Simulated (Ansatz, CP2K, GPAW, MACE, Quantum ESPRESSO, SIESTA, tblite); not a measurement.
# GPAW runs on generalised stacking fault on (110) of a LiCl-LiBr solid solution (56 atoms)

Aim: run generalised stacking fault on (110) of a LiCl-LiBr solid solution (56 atoms) in GPAW and see how near its forces come to a plane-wave reference, and at what cost.

Method: the method is named at each step, in GPAW 26.7.0.

## 1. The structure

The cell holds 56 atoms: 28 Li, 10 Br and 18 Cl. Cell: a = 7.448 Å, b = 5.266 Å, c = 26.488 Å, α = 90.0°, β = 82.6°, γ = 90.0°. Rock-salt LiCl lattice (a = 5.2663 Å, the value set for the mixture), cell with z along [110], 2 x 1 x 7 periods; the third cell vector is tilted by 0.917 of 1/2[1-10] and lengthened by 0.2 Å, so the cell holds one fault; displaced by a Gaussian of 0.01 Å; 10 of 28 Cl sites given to Br at random (lattice constant by Vegard's rule between LiCl and LiBr). Then every atom was moved at random, 0.02 Å r.m.s. a Cartesian component. The structure's axis is c.

The yardstick, on the same geometry:

| Property | Result |
| --- | --- |
| method | Kohn-Sham DFT, PBE, SSSP efficiency 1.3.0 pseudopotentials, plane waves (Quantum ESPRESSO 7.5); sssp-pbe-1.3.0-efficiency, cutoffs 45/360 Ry, Γ point |
| r.m.s. force component | 0.11 eV/Å |
| longest force | 0.3554 eV/Å |
| pressure | -0.292 GPa |
| gap (highest filled to lowest empty level) | 5.457 eV |
| time | 4 min on 2 MPI ranks of Arm Neoverse V1, shared host |
| CPU time | 7.9 min |

## 2. PBE, LCAO dzp, h 0.2 Å

Method: Kohn-Sham DFT, PBE, PAW, atomic orbitals (dzp).

The input, run.py:

```python
import numpy as np
from ase.io import read
from gpaw import GPAW, FermiDirac

atoms = read("structure.xyz")
atoms.calc = GPAW(
    mode="lcao",
    basis="dzp",
    h=0.2,
    xc="PBE",
    kpts={"size": (1, 1, 1), "gamma": True},
    occupations=FermiDirac(0.05),
    maxiter=200,
    symmetry={"point_group": False},
    txt="gpaw.txt",
)
energy = atoms.get_potential_energy(force_consistent=True)
forces = atoms.get_forces()
print(f"energy {energy:.6f} eV")
print("forces (eV/A)")
for i, (a, f) in enumerate(zip(atoms, forces)):
    print(f"{i:4d} {a.symbol:2s} {f[0]:10.5f} {f[1]:10.5f} {f[2]:10.5f}")
print(f"Fermi level {atoms.calc.get_fermi_level():.4f} eV")
for k in range(len(atoms.calc.get_ibz_k_points())):
    for s in range(atoms.calc.get_number_of_spins()):
        e = atoms.calc.get_eigenvalues(kpt=k, spin=s)
        n = np.searchsorted(e, atoms.calc.get_fermi_level())
        print(f"k {k} spin {s} levels about the Fermi level:", np.round(e[max(n - 6, 0):n], 4).tolist(), "|", np.round(e[n:n + 6], 4).tolist())
```

The input, structure.xyz:

```xyz
56
Lattice="7.44767 0.00000 0.00000 0.00000 5.26630 0.00000 3.41349 0.00000 26.26686" Properties=species:S:1:pos:R:3 pbc="T T T"
Li 7.48600 5.24223 26.04202
Br 5.57132 0.01943 1.82949
Li 7.48243 0.00469 3.73357
Cl 5.56639 5.25582 5.61979
Li 7.47101 5.25919 7.42590
Cl 5.60328 5.25487 9.30792
Li 7.44874 0.03239 11.16473
Cl 5.57336 0.05387 13.05043
Li 7.50168 5.23160 14.89436
Cl 5.59531 5.26198 16.77822
Li 7.46094 5.24539 18.60403
Cl 5.59390 0.01401 20.49367
Li 7.39760 0.04518 22.33524
Cl 5.64956 0.00137 24.19493
Li 3.73712 0.03723 26.11005
Br 1.89282 0.02659 1.87572
Li 3.71302 0.00506 3.72385
Cl 1.87798 0.01238 5.58407
Li 3.72417 5.25334 7.46951
Br 1.85521 5.22828 9.27562
Li 3.70819 5.26040 11.18574
Cl 1.84556 5.22923 13.02101
Li 3.70818 0.00479 14.89016
Cl 9.33147 5.23439 16.74644
Li 3.73672 0.00311 18.59536
Cl 9.31466 5.24839 20.45111
Li 3.65242 0.03707 22.32342
Cl 9.27525 5.21890 24.18994
Li 1.87113 2.67965 1.81425
Cl 7.46262 2.63110 3.69864
Li 1.82307 2.64505 5.55702
Cl 7.44557 2.65764 7.46163
Li 1.84997 2.61488 9.34128
Br 7.44099 2.61098 11.18706
Li 1.86282 2.62888 13.03178
Cl 7.48098 2.60735 14.88753
Li 9.31807 2.63852 16.72989
Cl 7.44843 2.68771 18.60009
Li 9.30922 2.61714 20.44481
Cl 7.42358 2.65021 22.32709
Li 9.30636 2.62004 24.18574
Cl 7.40936 2.62967 26.01102
Li 5.62454 2.59286 1.84525
Br 3.75713 2.61746 3.71597
Li 5.56135 2.61208 5.54835
Br 3.72653 2.65764 7.44981
Li 5.57669 2.59018 9.28954
Br 3.67479 2.68165 11.16368
Li 5.57240 2.66306 13.00577
Cl 3.69825 2.62583 14.89567
Li 5.53901 2.65221 16.74617
Br 3.72981 2.63225 18.63844
Li 5.59889 2.60139 20.45532
Br 3.70610 2.65664 22.31238
Li 5.59074 2.58970 24.20255
Br 3.73879 2.62736 26.04779
```

On the command line:

```
$ OMP_NUM_THREADS=1 python run.py > output.txt
```

Output:

```text
energy -192.499552 eV
forces (eV/A)
   0 Li   -0.22267    0.01281   -0.36393
   1 Br    0.30432   -0.15514    0.01680
   2 Li   -0.06413   -0.00296    0.20053
   3 Cl    0.11633   -0.00083   -0.09436
   4 Li   -0.22710    0.00956   -0.13566
   5 Cl   -0.02885    0.03248    0.04312
   6 Li   -0.16801   -0.11793    0.14855
   7 Cl   -0.01230   -0.09597   -0.01893
   8 Li   -0.06976    0.02119    0.00907
   9 Cl   -0.03465    0.02222   -0.07427
  10 Li   -0.03243    0.02120    0.03314
  11 Cl   -0.01154    0.02012   -0.04844
  12 Li    0.03815   -0.03460   -0.01766
  13 Cl   -0.18382    0.01526    0.15103
  14 Li   -0.12473   -0.09723   -0.35946
  15 Br    0.01565   -0.02583   -0.11883
  16 Li    0.09539   -0.03819    0.27396
  17 Cl   -0.10080   -0.00420   -0.04021
  18 Li    0.19651    0.07649   -0.17840
  19 Br    0.01319    0.14263    0.13167
  20 Li    0.14764    0.10484    0.10778
  21 Cl    0.00567    0.07781    0.02457
  22 Li    0.02916   -0.00795    0.02157
  23 Cl   -0.04159    0.07224   -0.04726
[...]
48 Li   -0.00131   -0.01833    0.34572
  49 Cl    0.08082    0.01940   -0.04213
  50 Li    0.24873   -0.01583   -0.11756
  51 Br   -0.02459   -0.02073   -0.17231
  52 Li    0.32377    0.02966    0.07814
  53 Br   -0.00386   -0.03904    0.07301
  54 Li    0.35074    0.02522   -0.05072
  55 Br   -0.25546    0.08286    0.21080
Fermi level 3.7390 eV
k 0 spin 0 levels about the Fermi level: [0.7938, 0.821, 0.8368, 0.8789, 0.9176, 1.0647] | [6.4801, 6.8991, 7.018, 7.8308, 7.9007, 7.9355]
```

gpaw.txt:

```text
Input parameters:
  mode=LCAO(),
  basis={'default': 'dzp'},
  h=0.2,
  kpts=MonkhorstPack(size=(1, 1, 1), gamma=True),
  maxiter=200,
  occupations=Occupations(name='fermi-dirac', width=0.05, fixmagmom=False),
  symmetry=Symmetry(point_group=False),
  xc=XC(name='PBE')
Unit cell  # Å
| periodic |        x |        y |         z |   lengths |    angles |
|----------|----------|----------|-----------|-----------|-----------|
|      yes | 7.447670 | 0.000000 |  0.000000 |  7.447670 | 90.000000 |
|      yes | 0.000000 | 5.266300 |  0.000000 |  5.266300 | 82.595666 |
|      yes | 3.413490 | 0.000000 | 26.266860 | 26.487730 | 90.000000 |
Number of symmetries: 1
Symmetry operations  # r_c * U_cc + t_c -> r_c
|   | kind |            matrix            |
|---|------|------------------------------|
| 0 |  E   |  1, 0, 0,  0, 1, 0,  0, 0, 1 |
BZ-sampling:
  Number of BZ points: 1
  Number of IBZ points: 1
  Monkhorst-Pack size: [1, 1, 1]
  Monkhorst-Pack shift: [0, 0, 0]
[... lines left out ...]
        l=2, rc=6.2656 Bohr: d-type Gaussian polarization
      Number of RI-basis functions 0
Reference energy: -940689.625382  # eV
eigensolver:
density mixing:
  MSR1-Mixer
occupation numbers:
  Fermi-Dirac:
    width: 0.0500  # eV
FastPoissonSolver using
    Stencil: 8*3+1=25 point O(h^6) finite-difference Laplacian
xc functional:
  name: PBE with 2 nearest neighbor stencil
interpolation: tri-quintic # 5. degree polynomial
Initialization done in: 6.784 s
convergence criteria:
- Maximum [total energy] change in last 3 cyles: 0.0005 eV / valence electron
- Maximum integral of absolute [dens]ity change: 0.0001 electrons / valence electron
- Maximum integral of absolute [eigenst]ate change: 4e-08 eV^2 / valence electron
maximum number of iterations: 200
SCF iterations
|iter     |      energy | eigst |  dens |
|---------|-------------|-------|-------|
|iter:   1| -192.032077 |      c|       |
|iter:   2| -192.039160 |      c| -1.38 |
|iter:   3| -192.436164 |      c| -1.40 |
|iter:   4| -192.498786 |      c| -1.96 |
|iter:   5| -192.499603c|      c| -2.77 |
|iter:   6| -192.499563c|      c| -3.68 |
|iter:   7| -192.499552c|      c| -4.06c|
Converged in 7 steps
SCF loop duration: 42.011 s (6.002 s/step)
Energy contributions relative to reference atoms: (reference = -940689.625382)
Energy contributions:
  Kinetic:         331.357520
  Coulomb:        -328.896852
  Zero:              1.939343
  External:          0.000000
  Xc:             -196.899563
  Entropy:          -0.000000
  Spinorbit:         0.000000
  ----------------------------
  Free energy:    -192.499552
  Extrapolated:   -192.499552
dipole moment: (-1.012824, 30.278950, 161.939930)  # |e|*Ang
Fermi level: 3.739
Eigenvalues  # (at kpt = [0.000, 0.000, 0.000])
| band index |      eig [eV] | occ [0-2] |
|------------|---------------|-----------|
|          0 |       -12.642 |     2.000 |
|        ... |               |           |
|        104 |         0.746 |     2.000 |
|        105 |         0.754 |     2.000 |
[...]
|        119 |         8.022 |     0.000 |
|        ... |               |           |
|        138 |         9.127 |     0.000 |
Gap: 5.415 eV
Transition (v -> c):
  (s=0, k=0, n=111, [0.00, 0.00, 0.00]) -> (s=0, k=0, n=112, [0.00, 0.00, 0.00])
No difference between direct/indirect transitions
Force computation time: 13.714  # s
timing:  # [seconds]
  Total:  62.540  # ━━━━━━━━━━━━━━━━━━━━━━━━━━━━━━━━━━━━━━━━━━━━━━━━━━━━━━━━━
  Init:    6.783  # ━━━━━━
  SCF:    42.011  # ━━━━━━━━━━━━━━━━━━━━━━━━━━━━━━━━━━━━━━╸
  Forces: 13.715  # ━━━━━━━━━━━━╸
```

Run time: 64 s. Hardware: 1 thread of Arm Neoverse V1, shared host; peak memory 1 GiB.

Banners, paths, timers and routine set-up lines are dropped from the logs unmarked, and long logs keep their key lines alone; longer cuts are marked.

Numbers from this run, and their distance from the reference:

| Quantity | Value |
| --- | --- |
| r.m.s. force component | 0.1288 eV/Å |
| r.m.s. difference of force components | 23.11 meV/Å |
| longest difference of force vectors | 78.06 meV/Å |
| force difference over r.m.s. force | 21 % |
| slope of forces against the reference's | 1.163 |
| correlation of force components | 0.9936 |
| gap (highest filled to lowest empty level) | 5.415 eV |
| gap difference | -0.0418 eV |

Length of the force difference by element (eV/Å):

```
element  atoms   mean   most
     Br     10  0.031  0.061
     Cl     18  0.026  0.052
     Li     28  0.043  0.078
```

Levels nearest the highest filled one (eV from it): -0.27, -0.24, -0.23, -0.19, -0.15, 0.00, 5.42, 5.83, 5.95, 6.77, 6.84, 6.87.

The surroundings of Cl12, picked at random, nearest first, numbered as they follow in the input and with coordinates relative to it.

```
atom      x      y      z  distance (Å)  bonds      Fx      Fy  Fz (eV/Å)
Cl12   0.00   0.00   0.00          0.00      6  -0.012   0.020     -0.048
Li13   1.80   0.03   1.84          2.58      6   0.038  -0.035     -0.018
Li53   0.00   2.59  -0.04          2.59      6   0.324   0.030      0.078
Li25  -1.86  -0.01  -1.90          2.66      6   0.002  -0.014      0.064
Li11   1.87  -0.03  -1.89          2.66      6  -0.032   0.021      0.033
Li27  -1.94   0.02   1.83          2.67      6   0.088  -0.050     -0.016
Li53   0.00  -2.68  -0.04          2.68      6   0.324   0.030      0.078
Cl40   1.83  -2.63   1.83          3.69      6   0.028  -0.042     -0.010
Cl40   1.83   2.64   1.83          3.70      6   0.028  -0.042     -0.010
```

Atoms are counted from 1 here, from 0 in the log.

Forces lie 21 % from the reference's, at 0.13 times its CPU time (on 1 against 2 cores).

## 3. PBE, LCAO szp(dzp), h 0.2 Å

Method: Kohn-Sham DFT, PBE, PAW, atomic orbitals (szp(dzp)).

Edit run.py of step 2 so:

```diff
@@ -7,3 +7,3 @@
     mode="lcao",
-    basis="dzp",
+    basis="szp(dzp)",
     h=0.2,
```

structure.xyz is that of step 2.

Output:

```text
energy -190.494209 eV
forces (eV/A)
   0 Li   -0.24319    0.01859   -0.38999
   1 Br    0.31965   -0.16318    0.00326
   2 Li   -0.06035   -0.00746    0.22070
   3 Cl    0.12553   -0.00180   -0.10271
   4 Li   -0.25290    0.01179   -0.15177
   5 Cl   -0.03322    0.03008    0.04324
[...]
53 Br   -0.00655   -0.04074    0.07654
  54 Li    0.38482    0.06115   -0.04809
  55 Br   -0.26529    0.08835    0.22525
Fermi level 3.7781 eV
k 0 spin 0 levels about the Fermi level: [0.963, 0.9724, 1.0041, 1.053, 1.0602, 1.1997] | [6.5962, 7.0097, 7.1363, 7.9889, 7.9996, 8.2099]
```

gpaw.txt:

```text
Input parameters:
  mode=LCAO(),
  basis={'default': 'szp(dzp)'},
  h=0.2,
  kpts=MonkhorstPack(size=(1, 1, 1), gamma=True),
  maxiter=200,
  occupations=Occupations(name='fermi-dirac', width=0.05, fixmagmom=False),
[... lines left out ...]
  Fermi-Dirac:
[... lines left out ...]
convergence criteria:
- Maximum [total energy] change in last 3 cyles: 0.0005 eV / valence electron
[... lines left out ...]
Converged in 7 steps
[... lines left out ...]
  Free energy:    -190.494209
[... lines left out ...]
Fermi level: 3.778
[... lines left out ...]
|        ... |               |           |
|        138 |         9.873 |     0.000 |
Gap: 5.397 eV
Transition (v -> c):
  (s=0, k=0, n=111, [0.00, 0.00, 0.00]) -> (s=0, k=0, n=112, [0.00, 0.00, 0.00])
No difference between direct/indirect transitions
Force computation time: 11.402  # s
timing:  # [seconds]
  Total:  53.764  # ━━━━━━━━━━━━━━━━━━━━━━━━━━━━━━━━━━━━━━━━━━━━━━━━━━━━━━━━━
  Init:    6.730  # ━━━━━━━
  SCF:    35.602  # ━━━━━━━━━━━━━━━━━━━━━━━━━━━━━━━━━━━━━╸
  Forces: 11.402  # ━━━━━━━━━━━━
```

Run time: 55 s. Hardware: 1 thread; peak memory 0.98 GiB.

Against the reference:

```
r.m.s. force component                           : 0.1422 eV/Å
r.m.s. difference of force components            : 35.38 meV/Å
longest difference of force vectors              : 122.7 meV/Å
force difference over r.m.s. force               : 32.16 %
slope of forces against the reference's          : 1.284
correlation of force components                  : 0.9931
gap (highest filled to lowest empty level) : 5.396 eV
gap difference                                   : -0.0607 eV
```

This is a coarse setting, run to see what it loses.

Against the first run (21 %), the force difference from the reference is 32 %, at 0.86 times the CPU time, with 364 basis functions against 504: the smaller basis costs accuracy.

## 4. PBE, grid h 0.18 Å

Method: Kohn-Sham DFT, PBE, PAW, finite differences on a real-space grid.

Edit run.py of step 3 so:

```diff
@@ -3,2 +3,3 @@
 from gpaw import GPAW, FermiDirac
+from ase.parallel import parprint as print
 
@@ -6,5 +7,4 @@
 atoms.calc = GPAW(
-    mode="lcao",
-    basis="szp(dzp)",
-    h=0.2,
+    mode="fd",
+    h=0.18,
     xc="PBE",
@@ -14,2 +14,3 @@
     symmetry={"point_group": False},
+    nbands=171,
     txt="gpaw.txt",
```

structure.xyz is that of step 3.

On the command line:

```
$ OMP_NUM_THREADS=1 mpirun -np 2 gpaw python run.py > output.txt
```

Output:

```text
energy -198.270478 eV
forces (eV/A)
   0 Li   -0.17596    0.00613   -0.31845
   1 Br    0.26944   -0.13455   -0.00578
   2 Li   -0.04723   -0.00264    0.15610
   3 Cl    0.07865    0.04722   -0.08796
   4 Li   -0.19048    0.00330   -0.10370
   5 Cl   -0.05125    0.06669    0.06191
   6 Li   -0.14518   -0.10140    0.12434
   7 Cl   -0.01541   -0.10268   -0.02365
   8 Li   -0.05463    0.02649    0.01192
   9 Cl   -0.01035    0.02386   -0.08524
  10 Li   -0.02500    0.01588    0.02937
  11 Cl   -0.00634    0.00057   -0.03493
  12 Li    0.02577   -0.04521   -0.01216
  13 Cl   -0.16976    0.02034    0.10248
  14 Li   -0.09567   -0.08559   -0.31082
  15 Br   -0.02166   -0.03961   -0.12286
  16 Li    0.08028   -0.03142    0.21981
  17 Cl   -0.09185   -0.00433   -0.05569
  18 Li    0.17134    0.05880   -0.15185
  19 Br    0.01388    0.14114    0.11644
  20 Li    0.12191    0.08164    0.08891
  21 Cl    0.04704    0.07947    0.03482
  22 Li    0.02167   -0.00154    0.01465
  23 Cl   -0.02777    0.07127   -0.03369
[...]
48 Li    0.00035   -0.02049    0.29323
  49 Cl    0.08206    0.01600   -0.01659
  50 Li    0.21032   -0.01735   -0.09560
  51 Br   -0.02528   -0.02683   -0.17464
  52 Li    0.27411    0.03342    0.07041
  53 Br   -0.02209   -0.05002    0.07576
  54 Li    0.29946    0.03654   -0.03732
  55 Br   -0.21196    0.06623    0.20247
Fermi level 3.6004 eV
k 0 spin 0 levels about the Fermi level: [0.7111, 0.7415, 0.763, 0.7882, 0.8743, 1.0067] | [6.4602, 6.8637, 6.9772, 7.6978, 7.7442, 7.8015]
```

gpaw.txt:

```text
Input parameters:
  mode=FD(),
  h=0.18,
  kpts=MonkhorstPack(size=(1, 1, 1), gamma=True),
  maxiter=200,
  nbands=171,
  occupations=Occupations(name='fermi-dirac', width=0.05, fixmagmom=False),
  symmetry=Symmetry(point_group=False),
  xc=XC(name='PBE')
Diagonalizing LCAO Hamiltonian
Converting LCAO to fd mode
Unit cell  # Å
[... lines left out ...]
  Converge bands: occupied
[... lines left out ...]
  Fermi-Dirac:
[... lines left out ...]
convergence criteria:
- Maximum [total energy] change in last 3 cyles: 0.0005 eV / valence electron
[... lines left out ...]
Converged in 12 steps
[... lines left out ...]
  Coulomb:        -236.453562
  Zero:              2.985117
  External:          0.000000
  Xc:             -189.650266
  Entropy:          -0.000000
  Spinorbit:         0.000000
  ----------------------------
  Free energy:    -198.270478
  Extrapolated:   -198.270478
dipole moment: (-0.917444, 30.305815, 162.148812)  # |e|*Ang
Fermi level: 3.600
Eigenvalues  # (at kpt = [0.000, 0.000, 0.000])
| band index |      eig [eV] | occ [0-2] |
|------------|---------------|-----------|
|          0 |       -12.708 |     2.000 |
|        ... |               |           |
|        104 |         0.647 |     2.000 |
|        105 |         0.691 |     2.000 |
[...]
|        119 |         7.876 |     0.000 |
|        ... |               |           |
|        170 |        10.989 |     0.000 |
Gap: 5.453 eV
Transition (v -> c):
  (s=0, k=0, n=111, [0.00, 0.00, 0.00]) -> (s=0, k=0, n=112, [0.00, 0.00, 0.00])
No difference between direct/indirect transitions
Force computation time: 3.036  # s
```

Wall time 1.7 min (2 MPI ranks); peak memory 1.8 GiB; 3.3 min of CPU time.

Against the reference:

| Property | Result |
| --- | --- |
| r.m.s. force component | 0.1121 eV/Å |
| r.m.s. difference of force components | 6.574 meV/Å |
| longest difference of force vectors | 24.97 meV/Å |
| force difference over r.m.s. force | 5.976 % |
| slope of forces against the reference's | 1.017 |
| correlation of force components | 0.9984 |
| gap (highest filled to lowest empty level) | 5.454 eV |
| gap difference | -0.0037 eV |

Against the first run (21 %), the force difference from the reference is 6.0 %, at 3.1 times the CPU time (on 2 against 1 cores) (12 SCF steps against 7).

(Part 1 of 2 ends here.)

[Also dropped from logs without a mark: logging warnings of Python, and SIESTA's first energy breakdown and zero terms.]

[Logs are printed without paths, hosts, clocks, repeated set-up lines and the standing remarks that a program may print on its own settings, such as how far it seeks lower states.]

[Hosts, paths, dates, database ids (printed as entryN), source tags and the programs' standing remarks are cut or masked in the printed files.]
